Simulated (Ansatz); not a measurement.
The compound is NiO (Fm-3m).

```xyz
2
Lattice="0.0000 -2.0859 -2.0859 2.0859 0.0000 -2.0859 2.0859 -2.0859 0.0000" Properties=species:S:1:pos:R:3 pbc="T T T"
Ni    0.0000    0.0000    0.0000
O     2.0859   -2.0859   -2.0859
```

The cell and positions come from the Crystallography Open Database and are kept as given unless a step says otherwise. The program's search for lower electronic states was switched off, so nothing shows that the state found is the lowest. PAW set soft_2, made with PBE.

A constrained-RPA run (Ansatz 0.2.0; non-magnetic LDA; Ni d, bands v4 to c1, 8×8×8 mesh, medium accuracy) builds 5 functions on bands 4.1 eV wide, with 8.0 electrons in the window. The bare on-site interaction is 22.6 eV and the bare J 0.76 eV.

**Question.** Estimate U, U′ and J.

On the Ni d shell, U = 6.09 eV (27 % of the bare value), U′ = 4.84 eV, J = 0.62 eV.

The parent state is non-magnetic and the interaction static (zero frequency); U depends on the window and the orbitals, so it belongs to this model alone.

[Paths, hosts, dates, memory and timing lines, banners, echoed tables and standing remarks are left out of the program output.]

[Logs are printed without paths, hosts, clocks, repeated set-up lines and the standing remarks that a program may print on its own settings, such as how far it seeks lower states.]

[Runs of the session that timed out or met a known fault of the program may be left out.]

[Hosts, paths, dates, database ids (printed as entryN), source tags and the programs' standing remarks are cut or masked in the printed files.]
